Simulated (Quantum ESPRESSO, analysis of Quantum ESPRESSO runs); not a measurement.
# Interstitial H in fcc Al, hop from a tetrahedral to the next octahedral site: migration barrier, PBE (Quantum ESPRESSO)

How near does this set-up come to the measured migration barrier? Subject: interstitial H in fcc Al, hop from a tetrahedral to the next octahedral site. Set-up: PBE, PseudoDojo 0.4.1 SR PBE standard, 32-site cell, PBE lattice, k: 3x3x3. The model is a cell of 32 host atoms with 1 H put in. The barrier is the energy of the highest image of a climbing band over the relaxed site that the atom leaves. Other potentials or another program check that the number doesn't hang on one set of files.

**The experiment.** Migration barrier: 0.452 eV, by diffusion measurements (T > 250 K); average of cited values (quoted in “Explainable Machine Learning for Hydrogen Diffusion in Metals and Random Binary Alloys”, 2023, G. M. Lu et al., quoting earlier work (1981)). The runs below try to reproduce this.

Main program and level: Quantum ESPRESSO 7.5; Quantum ESPRESSO plane-wave DFT, PBE, PseudoDojo 0.4.1 SR PBE standard potentials; relaxation of all atoms of a defect supercell.

This is a report of a sequence of runs, with most program output left out.

## Step 1: The structure

The cell holds 33 atoms: 32 Al and 1 H. Cell: a = 8.072 Å, b = 8.072 Å, c = 8.072 Å, α = 90.0°, β = 90.0°, γ = 90.0°. It derives from Al (space group Fm-3m). Nearest the centre at fractional (0.375, 0.375, 0.375): H33 at 0.00 Å, Al8 at 1.75 Å, Al29 at 1.75 Å, Al11 at 1.75 Å, Al18 at 1.75 Å, Al22 at 3.35 Å, Al15 at 3.35 Å, Al25 at 3.35 Å.

The host's primitive cell comes from a first run (Quantum ESPRESSO plane-wave DFT, PBE, PseudoDojo 0.4.1 SR PBE standard potentials; relaxation of cell and atoms of a defect-free cell): vectors of 2.854, 2.854 and 2.854 Å. That is 16.44 Å³ an atom, 1.0 % under the diffraction cell's volume. The supercell is built on it.

## Step 2: Relaxation, charge 0

A barrier counts from a true minimum, so both ends of the jump are relaxed first.

pw.in reads:

```
&CONTROL
  calculation = 'relax'
  prefix = 'pwscf'
  outdir = './tmp'
  pseudo_dir = './pseudo'
  tprnfor = .true.
  disk_io = 'low'
  nstep = 70
  forc_conv_thr = 0.00078
  etot_conv_thr = 0.0001
/
&SYSTEM
  ibrav = 0
  nat = 33
  ntyp = 2
  ecutwfc = 72
  nbnd = 63
  occupations = 'smearing'
  smearing = 'mv'
  degauss = 0.00734986
/
&ELECTRONS
  conv_thr = 3d-08
  electron_maxstep = 100
  mixing_beta = 0.5
/
&IONS
  ion_dynamics = 'bfgs'
/
ATOMIC_SPECIES
Al    26.9815 Al.upf
H      1.0080 H.upf
CELL_PARAMETERS angstrom
   8.0724432688    0.0000000000    0.0000000000
   0.0000000000    8.0724432688    0.0000000000
   0.0000000000    0.0000000000    8.0724432688
ATOMIC_POSITIONS crystal
Al     0.0000000000    0.0000000000    0.0000000000
Al     0.0000000000    0.2500000000    0.2500000000
Al     0.2500000000    0.0000000000    0.2500000000
Al     0.2500000000    0.2500000000    0.0000000000
Al     0.0000000000    0.0000000000    0.5000000000
Al     0.0000000000    0.2500000000    0.7500000000
Al     0.2500000000    0.0000000000    0.7500000000
Al     0.2500000000    0.2500000000    0.5000000000
[... 21 atom lines left out ...]
Al     0.5000000000    0.7500000000    0.7500000000
Al     0.7500000000    0.5000000000    0.7500000000
Al     0.7500000000    0.7500000000    0.5000000000
H      0.3750000000    0.3750000000    0.3750000000
K_POINTS automatic
3 3 3 0 0 0
```

Started as:

```console
> OMP_NUM_THREADS=1 mpirun -n 4 pw.x -nk 4 -in pw.in > pw.out
```

Run time: 15 min. Hardware: 4 MPI ranks of Arm Neoverse V1, shared host; peak memory 3.3 GiB; 59 min of CPU time.

Relaxation path:

```
step  energy less that of the first step (eV)
   0                                   0.0000
   1                                  -0.1192
   2                                  -0.2120
   3                                  -0.2857
   4                                  -0.2985
   5                                  -0.3018
   6                                  -0.3054
   7                                  -0.3064
   8                                  -0.3067
```

The atoms that moved most (Å):

```
atom      dx      dy      dz  length
Al29   0.073   0.073   0.073   0.126
 Al8  -0.073  -0.073   0.073   0.126
Al18   0.073  -0.073  -0.073   0.126
Al11  -0.073   0.073  -0.073   0.126
Al30   0.002   0.017   0.017   0.025
Al32   0.017   0.017   0.002   0.025
Al31   0.017   0.002   0.017   0.025
 Al9  -0.017   0.002  -0.017   0.025
```

Final coordinates:

```xyz
33
Lattice="8.0724 0.0000 0.0000 0.0000 8.0724 0.0000 0.0000 0.0000 8.0724" Properties=species:S:1:pos:R:3 pbc="T T T"
Al    0.0023    0.0023    0.0023
Al    0.0063    2.0206    2.0206
Al    2.0206    0.0063    2.0206
Al    2.0206    2.0206    0.0063
Al   -0.0173   -0.0173    4.0382
Al   -0.0173    2.0162    6.0716
Al    2.0162   -0.0173    6.0716
Al    1.9451    1.9451    4.1092
Al   -0.0173    4.0382   -0.0173
Al   -0.0173    6.0716    2.0162
Al    1.9451    4.1092    1.9451
Al    2.0162    6.0716   -0.0173
Al    0.0063    4.0337    4.0337
Al    0.0023    6.0520    6.0520
Al    2.0206    4.0337    6.0481
Al    2.0206    6.0481    4.0337
Al    4.0382   -0.0173   -0.0173
Al    4.1092    1.9451    1.9451
Al    6.0716   -0.0173    2.0162
Al    6.0716    2.0162   -0.0173
Al    4.0337    0.0063    4.0337
Al    4.0337    2.0206    6.0481
Al    6.0520    0.0023    6.0520
Al    6.0481    2.0206    4.0337
Al    4.0337    4.0337    0.0063
Al    4.0337    6.0481    2.0206
Al    6.0481    4.0337    2.0206
Al    6.0520    6.0520    0.0023
Al    4.1092    4.1092    4.1092
Al    4.0382    6.0716    6.0716
Al    6.0716    4.0382    6.0716
Al    6.0716    6.0716    4.0382
H     3.0272    3.0272    3.0272
```

Neighbours of H33 at the end:

```
atom  distance (Å)
 Al8         1.874
Al18         1.874
Al11         1.874
Al29         1.874
Al13         3.339
 Al4         3.339
Al15         3.339
Al21         3.339
Al25         3.339
Al27         3.339
Al26         3.339
Al24         3.339
Al22         3.339
Al16         3.339
 Al2         3.339
 Al3         3.339
```

First to last step the energy falls by 0.307 eV; the largest move, 0.13 Å, is that of Al29 and 3 other atoms alike.

## Step 3: Relaxation, charge 0

The other end of the jump is relaxed alike.

pw.in reads:

```
&CONTROL
  calculation = 'relax'
  prefix = 'pwscf'
  outdir = './tmp'
  pseudo_dir = './pseudo'
  tprnfor = .true.
  disk_io = 'low'
  nstep = 70
  forc_conv_thr = 0.00078
  etot_conv_thr = 0.0001
/
&SYSTEM
  ibrav = 0
  nat = 33
  ntyp = 2
  ecutwfc = 72
  nbnd = 63
  occupations = 'smearing'
  smearing = 'mv'
  degauss = 0.00734986
/
&ELECTRONS
  conv_thr = 3d-08
  electron_maxstep = 100
  mixing_beta = 0.5
/
&IONS
  ion_dynamics = 'bfgs'
/
ATOMIC_SPECIES
Al    26.9815 Al.upf
H      1.0080 H.upf
CELL_PARAMETERS angstrom
   8.0724432688    0.0000000000    0.0000000000
   0.0000000000    8.0724432688    0.0000000000
   0.0000000000    0.0000000000    8.0724432688
ATOMIC_POSITIONS crystal
Al     0.0000000000    0.0000000000    0.0000000000
Al     0.0000000000    0.2500000000    0.2500000000
[... 1 atom line left out ...]
Al     0.2500000000    0.2500000000    0.0000000000
[... 3 atom lines left out ...]
Al     0.2500000000    0.2500000000    0.5000000000
[... 2 atom lines left out ...]
Al     0.2500000000    0.5000000000    0.2500000000
[... 3 atom lines left out ...]
Al     0.2500000000    0.5000000000    0.7500000000
[... 2 atom lines left out ...]
Al     0.5000000000    0.2500000000    0.2500000000
[... 2 atom lines left out ...]
Al     0.5000000000    0.0000000000    0.5000000000
Al     0.5000000000    0.2500000000    0.7500000000
[... 1 atom line left out ...]
Al     0.7500000000    0.2500000000    0.5000000000
Al     0.5000000000    0.5000000000    0.0000000000
[... 1 atom line left out ...]
Al     0.7500000000    0.5000000000    0.2500000000
[... 1 atom line left out ...]
Al     0.5000000000    0.5000000000    0.5000000000
[... 3 atom lines left out ...]
H      0.2500000000    0.2500000000    0.2500000000
K_POINTS automatic
3 3 3 0 0 0
```

It took 11 min on 4 MPI ranks; peak memory 3.2 GiB.

Step by step:

```
step  energy less that of the first step (eV)
   0                                   0.0000
   1                                  -0.0157
   2                                  -0.0294
   3                                  -0.0434
   4                                  -0.0505
   5                                  -0.0510
   6                                  -0.0516
   7                                  -0.0520
```

The atoms that moved most (Å):

```
atom      dx      dy      dz  length
 Al2  -0.048   0.000   0.000   0.048
 Al3   0.000  -0.048   0.000   0.048
 Al4   0.000   0.000  -0.048   0.048
 Al8   0.000   0.000   0.048   0.048
Al11   0.000   0.048   0.000   0.048
Al18   0.048   0.000   0.000   0.048
Al10  -0.011   0.000   0.000   0.011
 Al7   0.000  -0.011   0.000   0.011
```

Neighbours of H33 at the end:

```
atom  distance (Å)
 Al8         2.066
Al18         2.066
Al11         2.066
 Al3         2.066
 Al2         2.066
 Al4         2.066
 Al9         3.491
Al13         3.491
Al21         3.491
Al17         3.491
Al29         3.491
Al25         3.491
 Al5         3.491
 Al1         3.491
```

From the first step to the last the energy fell by 0.052 eV, and the largest move was 0.048 Å (Al2 and 5 other atoms alike).

## Step 4: Nudged elastic band

A band of images joins the two ends; its highest image climbs to the saddle, whose energy over the site left is the barrier.

This step: Quantum ESPRESSO plane-wave DFT, PBE, PseudoDojo 0.4.1 SR PBE standard potentials; nudged elastic band between two relaxed defect structures.

neb.in reads:

```
BEGIN
BEGIN_PATH_INPUT
&PATH
  restart_mode = 'from_scratch'
  string_method = 'neb'
  nstep_path = 45
  ds = 1.5
  opt_scheme = 'broyden'
  num_of_images = 5
  k_max = 0.3
  k_min = 0.2
  CI_scheme = 'auto'
  path_thr = 0.05
/
END_PATH_INPUT
BEGIN_ENGINE_INPUT
&CONTROL
  prefix = 'pwscf'
  outdir = './tmp'
  pseudo_dir = './pseudo'
  disk_io = 'low'
/
&SYSTEM
  ibrav = 0
  nat = 33
  ntyp = 2
  ecutwfc = 72
  nbnd = 63
  occupations = 'smearing'
  smearing = 'mv'
  degauss = 0.00734986
/
&ELECTRONS
  conv_thr = 3d-08
  electron_maxstep = 100
  mixing_beta = 0.5
/
ATOMIC_SPECIES
Al    26.9815 Al.upf
H      1.0080 H.upf
CELL_PARAMETERS angstrom
   8.0724432688    0.0000000000    0.0000000000
   0.0000000000    8.0724432688    0.0000000000
   0.0000000000    0.0000000000    8.0724432688
BEGIN_POSITIONS
FIRST_IMAGE
ATOMIC_POSITIONS crystal
Al     0.0002890569    0.0002890569    0.0002890569
Al     0.0007766312    0.2503129954    0.2503129954
Al     0.2503129954    0.0007766312    0.2503129954
Al     0.2503129954    0.2503129954    0.0007766312
Al    -0.0021403655   -0.0021403655    0.5002392317
Al    -0.0021403655    0.2497607683    0.7521403655
Al     0.2497607683   -0.0021403655    0.7521403655
Al     0.2409608405    0.2409608405    0.5090391595
Al    -0.0021403655    0.5002392317   -0.0021403655
Al    -0.0021403655    0.7521403655    0.2497607683
Al     0.2409608405    0.5090391595    0.2409608405
Al     0.2497607683    0.7521403655   -0.0021403655
Al     0.0007766312    0.4996870046    0.4996870046
Al     0.0002890569    0.7497109431    0.7497109431
Al     0.2503129954    0.4996870046    0.7492233688
Al     0.2503129954    0.7492233688    0.4996870046
Al     0.5002392317   -0.0021403655   -0.0021403655
Al     0.5090391595    0.2409608405    0.2409608405
Al     0.7521403655   -0.0021403655    0.2497607683
Al     0.7521403655    0.2497607683   -0.0021403655
Al     0.4996870046    0.0007766312    0.4996870046
Al     0.4996870046    0.2503129954    0.7492233688
Al     0.7497109431    0.0002890569    0.7497109431
Al     0.7492233688    0.2503129954    0.4996870046
Al     0.4996870046    0.4996870046    0.0007766312
Al     0.4996870046    0.7492233688    0.2503129954
Al     0.7492233688    0.4996870046    0.2503129954
Al     0.7497109431    0.7497109431    0.0002890569
Al     0.5090391595    0.5090391595    0.5090391595
Al     0.5002392317    0.7521403655    0.7521403655
Al     0.7521403655    0.5002392317    0.7521403655
Al     0.7521403655    0.7521403655    0.5002392317
H      0.3750000000    0.3750000000    0.3750000000
LAST_IMAGE
ATOMIC_POSITIONS crystal
Al     0.0004150876    0.0004150876    0.0004150876
Al    -0.0058095839    0.2501271486    0.2501271486
[... 5 atom lines left out ...]
Al     0.2501271486    0.2501271486    0.5060638812
[... 2 atom lines left out ...]
Al     0.2501271486    0.5060638812    0.2501271486
[... 1 atom line left out ...]
Al     0.0004150876    0.4998392097    0.4998392097
[... 1 atom line left out ...]
Al     0.2501271486    0.5014322768    0.7501271486
[... 2 atom lines left out ...]
Al     0.5060638812    0.2501271486    0.2501271486
[... 2 atom lines left out ...]
Al     0.4998392097    0.0004150876    0.4998392097
Al     0.5014322768    0.2501271486    0.7501271486
[... 1 atom line left out ...]
Al     0.7501271486    0.2501271486    0.5014322768
Al     0.4998392097    0.4998392097    0.0004150876
[... 1 atom line left out ...]
Al     0.7501271486    0.5014322768    0.2501271486
[... 1 atom line left out ...]
Al     0.4998392097    0.4998392097    0.4998392097
[... 3 atom lines left out ...]
H      0.2501271486    0.2501271486    0.2501271486
END_POSITIONS
K_POINTS automatic
3 3 3 0 0 0
END_ENGINE_INPUT
END
```

Started as:

```console
> OMP_NUM_THREADS=1 mpirun -n 4 neb.x -ni 2 -inp neb.in > neb.out
```

Run time: 59 min. Hardware: 4 MPI ranks; peak memory 2.1 GiB.

The path, image by image:

```
image  path (Å)  energy (eV)     H33: x, y, z (Å)
    0     0.000       0.0000  3.027, 3.027, 3.027
    1     0.487       0.1167  2.752, 2.752, 2.752
    2     0.889       0.1797  2.523, 2.523, 2.523
    3     1.317       0.1304  2.285, 2.285, 2.285
    4     1.786       0.0874  2.019, 2.019, 2.019
```

This step gave:

```
barrier forward : 0.1797 eV
```

## Step 5: Outcome

* migration barrier (saddle less minimum): 0.18 eV
* energy difference of the two ends: 0.09 eV
* length of the hop: 1.75 Å

In words: Migration barrier: computed 0.18 eV, measured 0.452 eV; 0.27 eV below the measurement. The measured number is an Arrhenius activation energy of long-range diffusion; for H it holds zero-point energy, and trapping at vacancies and dislocations can raise it. One hop between neighbouring sites is computed at the host's lattice. Limits: the periodic copies of the defect are only 8.1 Å apart.

[Logs are printed without paths, hosts, clocks, repeated set-up lines and the standing remarks that a program may print on its own settings, such as how far it seeks lower states.]

[Hosts, paths, dates, database ids (printed as entryN), source tags and the programs' standing remarks are cut or masked in the printed files.]

[For some hosts the program warned that the k-mesh of the response run may be too coarse for force constants and the static dielectric constant; such warnings are not shown here.]
